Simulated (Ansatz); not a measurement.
# linear Ag chain: one chain at several levels of theory, part 2 of 3

Wanted: the relaxed geometry and the open channels of the linear Ag chain, by several methods.

Ansatz 0.2.0; DFT PBE, plane waves, PAW; relaxation of a chain's period (the session's first sound run).

So far. Step 2 (The relaxed wire, level PBE, cutoff 420 eV): The cell's length comes to 2.653 Å with no moment.

### Step 3. Bands of the perfect wire, level PBE, cutoff 420 eV

This step: DFT PBE, plane waves, PAW; channels and complex bands of a perfect chain (Ansatz 0.2.0).

At the relaxed period the Bloch states of the perfect chain are found at each energy: those that move forward count the open channels, and those that decay describe how a disturbance dies away inside the wire itself. An energy step of 0.035 eV is under the 0.039 eV that the program asks for its thermal average at 300 K.

Contents of input.yaml:

```yaml
crystal:
  lattice:
    - [7.5, 0.0, 0.0]
    - [0.0, 7.5, 0.0]
    - [0.0, 0.0, 2.6531019522]
  atoms:
    - { symbol: Ag, position: [0.5, 0.5, 0.0] }
kpoints:
  mp_grid: { grid: [1, 1, 31] }
  band_path: { path: ["Γ", Z], npoints: 60 }
scf:
  occupations: { method: fermi_dirac, width: 0.05 }
hamiltonian:
  xc: pbe
output:
  transmission:
    e_range: [-2, 2]
    de: 0.035
    kmesh: [1, 1]
    reduced_basis: true
    leads: [[0, 0]]
  dos: { projected: true, e_range: [-6, 4] }
  write_potential: true
  write_density: true
  volumetric_format: npy
  elf: true
```

Run with:

```sh
$ ansatz run input.yaml --threads 4 --pin off --max-ram 8192MiB --backend cpu --events-out ev --progress --plain --runs-dir out
```

Numbers of over 12 decimals in the logs are rounded to 6 here.

Log:

```text
[...]
Crystal: 1 atoms, lattice volume = 149.237 Å³
Basis set: ecut = 420 eV, 3009 PW (Γ)
Bands: 14, of which v1, the nominal top of the filled ones, is band 10 counted from 1 (9 counted from 0)
Symmetry: 16 space group operations
[...]
k-points: 16 of 31
[...]
SCF iter   1: F=—  HF=-7589.215456 eV  |F-HF|=—  |Δ(HF+E_count)|=         —  Δρ=1.34e-3  dr2=2.99e-3  ethr=1.77e-3  ⟨swp⟩=5.1  Hψ=1117  notcnv=0
[...]
SCF iter   6: F=-7589.217812 eV  HF=-7589.217812 eV  |F-HF|=5.31e-10  |Δ(HF+E_count)|=   1.09e-7  Δρ=1.12e-6  dr2=1.60e-9  ethr=3.23e-10  ⟨swp⟩=2.9  Hψ=745  notcnv=0
SCF 1 converged in 6 iterations: F = -7589.217812 eV  dr2 = 1.60e-9
[...]
NSCF: frozen V_eff on 61 k-points
transmission: 4 of 24 steps passed
transmission: 8 of 24 steps passed
[...]
transmission: 24 of 24 steps passed
WARN: The output density's exchange-correlation potential varies sharply where the density is thin. Do not read a vacuum level from v_tot or v_xc, or from such a field of the output density. On a cell that repeats whose density bears no net charge and no dipole along the vacuum's axis use v_es (v_loc + v_h of the components); under efield.dipole_correction with no amplitude use v_es + v_field, which holds any externa [...]
SCF converged after 6 iterations
Free energy (F): -7589.217812 eV
[...]
Internal energy: -7589.213889 eV  (E = F + TS)
E sigma→0 (E₀):  -7589.215850 eV
Entropy (-TS):   -0.003923 eV (-3.923 meV/atom)
Fermi energy:    -2.588345 eV
[...]
--- Band table (eV; the first three rows and the last of 16) ---
  k-point 0: bands = [... 6 lower, -5.4196, -4.5482, -4.5482, -3.7191, 0.7233, 0.7233, 2.0964, 3.2861]
  k-point 1: bands = [... 6 lower, -5.4164, -4.5714, -4.5714, -3.7028, 0.7575, 0.7575, 2.1176, 3.3075]
  k-point 2: bands = [... 6 lower, -5.4070, -4.6390, -4.6390, -3.6536, 0.8582, 0.8582, 2.1812, 3.3715]
  k-point 15: bands = [... 6 lower, -5.1014, -5.1009, -4.3548, 1.1918, 3.1656, 5.8015, 5.8015, 6.9879]
--- Transmission ---
  basis      : 497 plane waves across, 4 finite elements along
  points     : 1, standing for a mesh of 1 x 1
  filling    : by the input's occupations and mesh, since the crystals that have channels conduct as metals do. If one of these is a semiconductor, that mesh has misplaced its level
  energies   : 115 from -2.000000 to 1.990000 eV about the Fermi level, 0.035000 eV apart; the leads are filled to 0.000000 eV, and channels, transmission and decay are at -0.005000 eV
  crystal 0  : Ag1, at the sites [0, 0], period 2.6531 Å: whole cells are its period
    offset         : up to 0.0000 Å between an atom of the period and one for which it stands
    filled         : 29.0 meV over the level at which it is neutral
    channels       : 1.000000e0 a spin
    conductance    : 1.3774e14 S/m² at 300 K; may be off by some 0.0 % by where its bands' edges are placed, 0.0 % from the distance to neutral
```

Wall time 9.8 s (4 threads of Arm Neoverse V1, shared host); peak memory 0.47 GiB.

In the SCF lines HF is the Harris–Foulkes energy and dr2 the Hartree energy of the density residual, in eV; the loop may stop once dr2 is under the threshold and the program's other checks hold. Hψ counts applications of the Hamiltonian.

Numbers from this step:

```yaml
energy_at_zero_smearing: -7589.2159 eV
channels_at_the_energy_nearest_the_fermi_level_one_spin: 1
conductance_of_the_lead_as_this_run_defines_it: 1.0000 G₀
band_gap: 0 eV
```

The open channels of the lead, one spin by energy, zero at the Fermi level:

```tsv
energy (eV)	open channels of the lead, one spin
-2.00	3
-1.90	1
-1.79	1
-1.69	0
-1.58	0
-1.48	0
-1.37	0
-1.23	0
-1.12	1
-1.02	1
-0.92	1
-0.81	1
-0.70	1
-0.60	1
-0.49	1
-0.39	1
-0.28	1
-0.18	1
-0.07	1
-0.01	1
0.07	1
0.17	1
0.28	1
0.38	1
0.48	1
0.59	1
0.69	1
0.80	1
0.91	1
1.01	1
1.11	1
1.22	1
1.36	1
1.47	1
1.57	1
1.68	1
1.78	1
1.89	1
1.99	1
```

The slowest values at each energy, most degenerate partners merged, listed up to 1.5 1/Å. Table of Im kz of the slowest decaying states by energy, zero at the Fermi level:

```tsv
energy (eV)	decay 1 (Å⁻¹)	decay 2 (Å⁻¹)	decay 3 (Å⁻¹)	decay 4 (Å⁻¹)
-2.0000	0.574	0.777	0.777	1.36
-1.7550	0.0364	0.218	0.484	0.889
-1.5100	0.245	0.310	0.375	0.972
-1.2650	0.221	0.346	0.370	1.04
-0.9850	0.418	0.433	1.10	1.10
-0.7400	0.449	0.497	1.14	1.14
-0.4950	0.472	0.552	1.18	1.18
-0.2500	0.489	0.600	1.17	1.21
-0.0050	0.501	0.642	1.14	1.23
0.2400	0.507	0.680	1.11	1.21
0.4850	0.510	0.714	1.08	1.19
0.7650	0.507	0.748	1.04	1.16
1.0100	0.5	0.774	1.01	1.14
1.2550	0.489	0.798	0.977	1.12
1.5000	0.473	0.819	0.941	1.10
1.7450	0.452	0.838	0.904	1.07
```

Electronic bands along the path, in eV, zero at the Fermi level:

```tsv
point	band 7	band 8	band 9	band 10	band 11	band 12	band 13	band 14
Γ	-2.83	-1.96	-1.96	-1.13	3.31	3.31	4.68	5.87
halfway	-2.91	-2.67	-2.67	-0.03	5.06	5.06	5.96	7.16
Z	-2.51	-2.51	-1.76	3.87	5.65	8.44	8.44	9.75
```

The electronic bands as a text plot (rows in eV, shown from -4.7 to 5.9 only):

```
    5.7 |                      *****    ****                   **
    5.2 |              ********      ***
    4.8 |**************         *****
    4.3 |                  *****
    3.9 |            ******                                    **
    3.5 |************                                       ***
    3.0 |                                                ***
    2.6 |                                             ***
    2.1 |                                           **
    1.7 |                                         **
    1.3 |                                      ***
    0.8 |                                  ****
    0.4 |                              ****
   -0.1 |                         *****
   -0.5 |                  *******
   -0.9 |******************
   -1.4 |
   -1.8 |******                                      ************
   -2.3 |      ************                   *******
   -2.7 |********************************************************
   -3.1 |                          *************
   -3.6 |                    ******             *****************
   -4.0 |              ******
   -4.4 |**************
         Γ                                                      Z
```

ELF in the ca plane at fractional y = 0.500, with atoms of Ag within 0.2 Å of it. It is the smooth field of the valence electrons, not physical close to the nuclei.

Values, 24 rows by 14 columns, each cell a mean:
```
0.05 0.04 0.03 0.02 0.02 0.02 0.01 0.01 0.01 0.02 0.02 0.02 0.03 0.04
0.05 0.05 0.04 0.04 0.03 0.02 0.02 0.02 0.02 0.02 0.03 0.04 0.04 0.05
0.06 0.06 0.06 0.05 0.04 0.04 0.03 0.03 0.03 0.04 0.04 0.05 0.06 0.06
0.09 0.09 0.08 0.08 0.07 0.06 0.05 0.05 0.05 0.06 0.07 0.08 0.08 0.09
0.12 0.12 0.11 0.10 0.09 0.08 0.08 0.07 0.08 0.08 0.09 0.10 0.11 0.12
0.15 0.15 0.14 0.14 0.13 0.12 0.11 0.10 0.11 0.12 0.13 0.14 0.14 0.15
0.17 0.17 0.17 0.16 0.15 0.14 0.13 0.13 0.13 0.14 0.15 0.16 0.17 0.17
0.21 0.21 0.20 0.19 0.17 0.16 0.15 0.15 0.15 0.16 0.17 0.19 0.20 0.21
0.32 0.31 0.28 0.24 0.20 0.18 0.16 0.16 0.16 0.18 0.20 0.24 0.28 0.31
0.51 0.49 0.45 0.36 0.27 0.20 0.17 0.16 0.17 0.20 0.27 0.36 0.45 0.49
0.70 0.67 0.60 0.50 0.38 0.24 0.17 0.16 0.17 0.24 0.38 0.50 0.60 0.67
0.85 0.80 0.69 0.57 0.43 0.27 0.17 0.16 0.17 0.27 0.43 0.57 0.69 0.80
0.76 0.73 0.64 0.53 0.40 0.26 0.17 0.16 0.17 0.26 0.40 0.53 0.64 0.73
0.58 0.56 0.51 0.43 0.31 0.21 0.17 0.16 0.17 0.21 0.31 0.43 0.51 0.56
0.39 0.37 0.33 0.27 0.22 0.18 0.17 0.16 0.17 0.18 0.22 0.27 0.33 0.37
0.24 0.23 0.22 0.20 0.18 0.17 0.16 0.15 0.16 0.17 0.18 0.20 0.22 0.23
0.19 0.18 0.18 0.17 0.16 0.15 0.14 0.14 0.14 0.15 0.16 0.17 0.18 0.18
0.16 0.16 0.15 0.15 0.14 0.13 0.11 0.11 0.11 0.13 0.14 0.15 0.15 0.16
0.13 0.13 0.12 0.12 0.10 0.09 0.09 0.09 0.09 0.09 0.10 0.12 0.12 0.13
0.10 0.10 0.09 0.09 0.08 0.07 0.06 0.06 0.06 0.07 0.08 0.09 0.09 0.10
0.07 0.07 0.07 0.06 0.05 0.04 0.04 0.04 0.04 0.04 0.05 0.06 0.07 0.07
0.06 0.05 0.05 0.04 0.03 0.03 0.02 0.02 0.02 0.03 0.03 0.04 0.05 0.05
0.05 0.04 0.03 0.03 0.02 0.02 0.02 0.01 0.02 0.02 0.02 0.03 0.03 0.04
0.04 0.04 0.04 0.03 0.02 0.01 0.01 0.01 0.01 0.01 0.02 0.03 0.04 0.04
```
Columns run along c (2.7 Å), rows up along a (7.5 Å). Atoms in or near the plane, at fractional coordinates: Ag at (0.00, 0.50).

Electrostatic potential energy in the ca plane at fractional y = 0.500, with atoms of Ag within 0.2 Å of it. With pseudopotentials it is smooth inside the atoms' cores, unlike the true potential.

Ten even steps from '0' (-40 eV) to '9' (3 eV), each cell a mean:
```
99999999999999
99999999999999
99999999999999
99999999999999
99999999999999
99999999999999
99999999999999
99999999999999
66788999998876
22357889887532
00024688864200
00013688863100
00013688863100
11246788876421
55678899988765
88899999999988
99999999999999
99999999999999
99999999999999
99999999999999
99999999999999
99999999999999
99999999999999
99999999999999
```
Columns run along c (2.7 Å; values clipped at the 3rd and 97th percentile), rows up along a (7.5 Å). Atoms in or near the plane, at fractional coordinates: Ag at (0.00, 0.50).

Valence density in the ca plane at fractional y = 0.500, with atoms of Ag within 0.2 Å of it. It is the smooth field of the valence electrons, not physical close to the nuclei.

Values in e/Å³, 24 rows by 14 columns, each cell a mean:
```
 0  0  0  0  0  0  0  0  0  0  0  0  0  0
 0  0  0  0  0  0  0  0  0  0  0  0  0  0
 0  0  0  0  0  0  0  0  0  0  0  0  0  0
 0  0  0  0  0  0  0  0  0  0  0  0  0  0
 0  0  0  0  0  0  0  0  0  0  0  0  0  0
 0  0  0  0  0  0  0  0  0  0  0  0  0  0
 0  0  0  0  0  0  0  0  0  0  0  0  0  0
 0  0  0  0  0  0  0  0  0  0  0  0  0  0
 1  1  1  0  0  0  0  0  0  0  0  0  1  1
 4  4  2  1  1  0  0  0  0  0  1  1  2  4
13 12  8  4  2  1  0  0  0  1  2  4  8 12
20 18 12  6  2  1  0  0  0  1  2  6 12 18
16 14 10  5  2  1  0  0  0  1  2  5 10 14
 7  6  4  2  1  0  0  0  0  0  1  2  4  6
 1  1  1  1  0  0  0  0  0  0  0  1  1  1
 0  0  0  0  0  0  0  0  0  0  0  0  0  0
 0  0  0  0  0  0  0  0  0  0  0  0  0  0
 0  0  0  0  0  0  0  0  0  0  0  0  0  0
 0  0  0  0  0  0  0  0  0  0  0  0  0  0
 0  0  0  0  0  0  0  0  0  0  0  0  0  0
 0  0  0  0  0  0  0  0  0  0  0  0  0  0
 0  0  0  0  0  0  0  0  0  0  0  0  0  0
 0  0  0  0  0  0  0  0  0  0  0  0  0  0
 0  0  0  0  0  0  0  0  0  0  0  0  0  0
```
Columns run along c (2.7 Å), rows up along a (7.5 Å). Atoms in or near the plane, at fractional coordinates: Ag at (0.00, 0.50).

By hand: the program gives 1.3774 × 10^14 S/m² over the cell's cross-section of 56.25 Å² = 5.625 × 10^-19 m², so one cell conducts 7.748 × 10^-5 S. Divided by G0 = 2e²/h = 7.748 × 10^-5 S this is 1.000 G0, a resistance of 12.9 kΩ.

At the computed energy nearest the Fermi level there are 1 channel a spin, and the thermal average gives 1.000 G₀.

### Step 4. Relaxing the period

This step: DFT RPBE, plane waves, PAW; relaxation of a chain's period (Ansatz 0.2.0).

The relaxation is repeated under another functional. RPBE strengthens the exchange enhancement and tends to longer, weaker bonds than PBE.

Contents of input.yaml:

```yaml
crystal:
  lattice:
    - [7.5, 0.0, 0.0]
    - [0.0, 7.5, 0.0]
    - [0.0, 0.0, 2.697]
  atoms:
    - { symbol: Ag, position: [0.5, 0.5, 0.0], spin: 0.5 }
magnetization:
  spin_polarized: true
kpoints:
  mp_grid: { grid: [1, 1, 30] }
scf:
  occupations: { method: fermi_dirac, width: 0.05 }
hamiltonian:
  xc: rpbe
relax:
  cell: { fix: [a, b, alpha, beta, gamma] }
  max_steps: 60
```

Log:

```text
[...]
Crystal: 1 atoms, lattice volume = 151.706 Å³
Basis set: ecut = 420 eV, 3017 PW (Γ), exchange–correlation on 108×108×40 points (8 copies of the dense FFT grid, shifted against one another)
Bands: 14, of which v1, the nominal top of the filled ones, is band 10 counted from 1 (9 counted from 0)
Symmetry: 16 space group operations
[...]
-0.154485      -0.000000      -0.000000
       -0.000000      -0.154485       0.000000
       -0.000000       0.000000       0.001807
  P = ⅓ Tr σ = -0.1024 GPa (-1.024 kbar)
--- Relaxed structure (3 steps of the walk, 3 accepted, 1 SCFs on fresh bases) ---
[...]
cell:  # Å, volume = 152.4974 Å³
    - [7.5, 0, 0]
    - [0, 7.5, 0]
    - [0, 0, 2.711065]
  atoms:
    - { symbol: Ag, position: [0.5, 0.5, 0.0] }
[key lines of the parts left out:]
SCF converged after 5 iterations
Magnetization: -0.0000 μB (9.5000 up, 9.5000 down)
Free energy (F): -7597.538968 eV
Fermi energy:    -2.477460 eV
```

Wall time 4.8 s (4 threads); peak memory 0.4 GiB; 17 s of CPU time.

Step by step:

```tsv
step	energy less that of the first step (eV)	largest force component (eV/Å)	pressure (GPa)	volume (Å³)
1	0.0000	0.0000	-0.06	151.71
2	-0.0002	0.0000	-0.08	152.09
3	-0.0003	0.0000	-0.10	152.50
4*	-0.0004	0.0000	-0.10	152.50
```

Relaxation steps marked * repeat the geometry before them on a plane-wave basis chosen anew for their cell, so energy and pressure can jump there.

```tsv
cell as run	before	after	change
c (Å)	2.697	2.711	+0.5 %
```

Final coordinates:

```xyz
1
Lattice="7.5000 0.0000 0.0000 0.0000 7.5000 0.0000 0.0000 0.0000 2.7111" Properties=species:S:1:pos:R:3
Ag    3.7500    3.7500    0.0000
```

The cell's length comes to 2.711 Å, +2.2 % against the first run, with no moment.

The cell grew by 0.5 % in its periodic edges.

### Step 5. The perfect wire, level RPBE, cutoff 420 eV

This step: DFT RPBE, plane waves, PAW; channels and complex bands of a perfect chain (Ansatz 0.2.0).

The channels are counted again under RPBE, at the period that it gave.

Contents of input.yaml:

```yaml
crystal:
  lattice:
    - [7.5, 0.0, 0.0]
    - [0.0, 7.5, 0.0]
    - [0.0, 0.0, 2.7110650745]
  atoms:
    - { symbol: Ag, position: [0.5, 0.5, 0.0] }
kpoints:
  mp_grid: { grid: [1, 1, 30] }
  band_path: { path: ["Γ", Z], npoints: 60 }
scf:
  occupations: { method: fermi_dirac, width: 0.05 }
hamiltonian:
  xc: rpbe
output:
  transmission:
    e_range: [-2, 2]
    de: 0.035
    kmesh: [1, 1]
    reduced_basis: true
    leads: [[0, 0]]
  dos: { projected: true, e_range: [-6, 4] }
```

Log:

```text
[...]
Crystal: 1 atoms, lattice volume = 152.497 Å³
Basis set: ecut = 420 eV, 3033 PW (Γ)
Bands: 14, of which v1, the nominal top of the filled ones, is band 10 counted from 1 (9 counted from 0)
Symmetry: 16 space group operations
[...]
k-points: 16 of 30
[...]
k-point 15: bands = [... 6 lower, -5.0532, -5.0525, -4.3600, 1.3042, 2.8169, 5.7221, 5.7221, 6.7528]
--- Transmission ---
  basis      : 497 plane waves across, 4 finite elements along
  points     : 1, standing for a mesh of 1 x 1
[...]
crystal 0  : Ag1, at the sites [0, 0], period 2.7111 Å: whole cells are its period
[...]
filled         : 7.6 meV over the level at which it is neutral
    channels       : 1.000000e0 a spin
[...]
[key lines of the parts left out:]
SCF converged after 6 iterations
Free energy (F): -7597.539046 eV
Fermi energy:    -2.477652 eV
```

Wall time 9.3 s (4 threads); peak memory 0.46 GiB.

At the computed energy nearest the Fermi level there are 1 channel a spin, and the thermal average gives 1.000 G₀.

### Step 6. The relaxed wire

This step: DFT PBEsol, plane waves, PAW; relaxation of a chain's period (Ansatz 0.2.0).

The relaxation is repeated under another functional. PBEsol weakens PBE's gradient terms and usually lands between LDA and PBE.

Contents of input.yaml:

```yaml
crystal:
  lattice:
    - [7.5, 0.0, 0.0]
    - [0.0, 7.5, 0.0]
    - [0.0, 0.0, 2.697]
  atoms:
    - { symbol: Ag, position: [0.5, 0.5, 0.0], spin: 0.5 }
magnetization:
  spin_polarized: true
kpoints:
  mp_grid: { grid: [1, 1, 30] }
scf:
  occupations: { method: fermi_dirac, width: 0.05 }
hamiltonian:
  xc: pbesol
relax:
  cell: { fix: [a, b, alpha, beta, gamma] }
  max_steps: 60
```

Log:

```text
[...]
Crystal: 1 atoms, lattice volume = 151.706 Å³
Basis set: ecut = 420 eV, 3017 PW (Γ), exchange–correlation on 108×108×40 points (8 copies of the dense FFT grid, shifted against one another)
Bands: 14, of which v1, the nominal top of the filled ones, is band 10 counted from 1 (9 counted from 0)
Symmetry: 16 space group operations
[...]
-0.128194      -0.000000      -0.000000
       -0.000000      -0.128194       0.000000
       -0.000000       0.000000      -0.021792
  P = ⅓ Tr σ = -0.0927 GPa (-0.927 kbar)
--- Relaxed structure (4 steps of the walk, 4 accepted, 1 SCFs on fresh bases) ---
[...]
cell:  # Å, volume = 146.0143 Å³
    - [7.5, 0, 0]
    - [0, 7.5, 0]
    - [0, 0, 2.595809]
  atoms:
    - { symbol: Ag, position: [0.5, 0.5, 0.0] }
[key lines of the parts left out:]
SCF converged after 5 iterations
Magnetization: 0.0000 μB (9.5000 up, 9.5000 down)
Free energy (F): -7520.505258 eV
Fermi energy:    -2.665563 eV
```

It took 6.4 s on 4 threads; peak memory 0.4 GiB.

Step by step:

```tsv
step	energy less that of the first step (eV)	largest force component (eV/Å)	pressure (GPa)	volume (Å³)
1	0.0000	0.0000	-0.48	151.71
2	-0.0178	0.0000	-0.29	148.60
3	-0.0228	0.0000	-0.02	145.14
4	-0.0233	0.0000	-0.09	146.01
5*	-0.0230	0.0000	-0.09	146.01
```

Relaxation steps marked * repeat the geometry before them on a plane-wave basis chosen anew for their cell, so energy and pressure can jump there.

```tsv
cell as run	before	after	change
c (Å)	2.697	2.596	-3.8 %
```

Final coordinates:

```cif
data_structure
_symmetry_space_group_name_H-M 'P 1'
_symmetry_Int_Tables_number 1
_cell_length_a 7.5000
_cell_length_b 7.5000
_cell_length_c 2.5958
_cell_angle_alpha 90.000
_cell_angle_beta 90.000
_cell_angle_gamma 90.000
_cell_volume 146.01
loop_
_atom_site_label
_atom_site_type_symbol
_atom_site_fract_x
_atom_site_fract_y
_atom_site_fract_z
_atom_site_occupancy
Ag1 Ag 0.50000 0.50000 0.00000 1
```

The cell's length comes to 2.596 Å, -2.2 % against the first run, with no moment.

The cell shrank by 3.8 % in its periodic edges.

### Step 7. The wire at its relaxed period, level PBEsol, cutoff 420 eV

This step: DFT PBEsol, plane waves, PAW; channels and complex bands of a perfect chain (Ansatz 0.2.0).

The channels are counted again under PBEsol, at the period that it gave.

Contents of input.yaml:

```yaml
crystal:
  lattice:
    - [7.5, 0.0, 0.0]
    - [0.0, 7.5, 0.0]
    - [0.0, 0.0, 2.5958089785]
  atoms:
    - { symbol: Ag, position: [0.5, 0.5, 0.0] }
kpoints:
  mp_grid: { grid: [1, 1, 31] }
  band_path: { path: ["Γ", Z], npoints: 60 }
scf:
  occupations: { method: fermi_dirac, width: 0.05 }
hamiltonian:
  xc: pbesol
output:
  transmission:
    e_range: [-2, 2]
    de: 0.035
    kmesh: [1, 1]
    reduced_basis: true
    leads: [[0, 0]]
  dos: { projected: true, e_range: [-6, 4] }
```

Log:

```text
[...]
Crystal: 1 atoms, lattice volume = 146.014 Å³
Basis set: ecut = 420 eV, 2857 PW (Γ)
Bands: 14, of which v1, the nominal top of the filled ones, is band 10 counted from 1 (9 counted from 0)
Symmetry: 16 space group operations
[...]
k-points: 16 of 31
[...]
k-point 15: bands = [... 6 lower, -5.0990, -5.0985, -4.2802, 1.2355, 3.5326, 6.0654, 6.0654, 7.3563]
--- Transmission ---
  basis      : 497 plane waves across, 4 finite elements along
  points     : 1, standing for a mesh of 1 x 1
[...]
crystal 0  : Ag1, at the sites [0, 0], period 2.5958 Å: whole cells are its period
[...]
filled         : 31.2 meV over the level at which it is neutral
    channels       : 1.000000e0 a spin
[...]
[key lines of the parts left out:]
SCF converged after 6 iterations
Free energy (F): -7520.504264 eV
Fermi energy:    -2.642375 eV
```

Wall time 8.9 s (4 threads); peak memory 0.45 GiB.

Open channels of the lead, one spin against energy, zero at the Fermi level:

```tsv
energy (eV)	open channels of the lead, one spin
-2.000	3
-1.790	1
-1.615	0
-1.405	0
-1.195	0
-0.985	1
-0.810	1
-0.600	1
-0.390	1
-0.215	1
-0.005	1
0.205	1
0.415	1
0.590	1
0.800	1
1.010	1
1.185	1
1.395	1
1.605	1
1.815	1
```

At the computed energy nearest the Fermi level there are 1 channel a spin, and the thermal average gives 1.000 G₀.

(Continued in part 3 of 3.)

[Logs are printed without paths, hosts, clocks, repeated set-up lines and the standing remarks that a program may print on its own settings, such as how far it seeks lower states.]

[Hosts, paths, dates, database ids (printed as entryN), source tags and the programs' standing remarks are cut or masked in the printed files.]
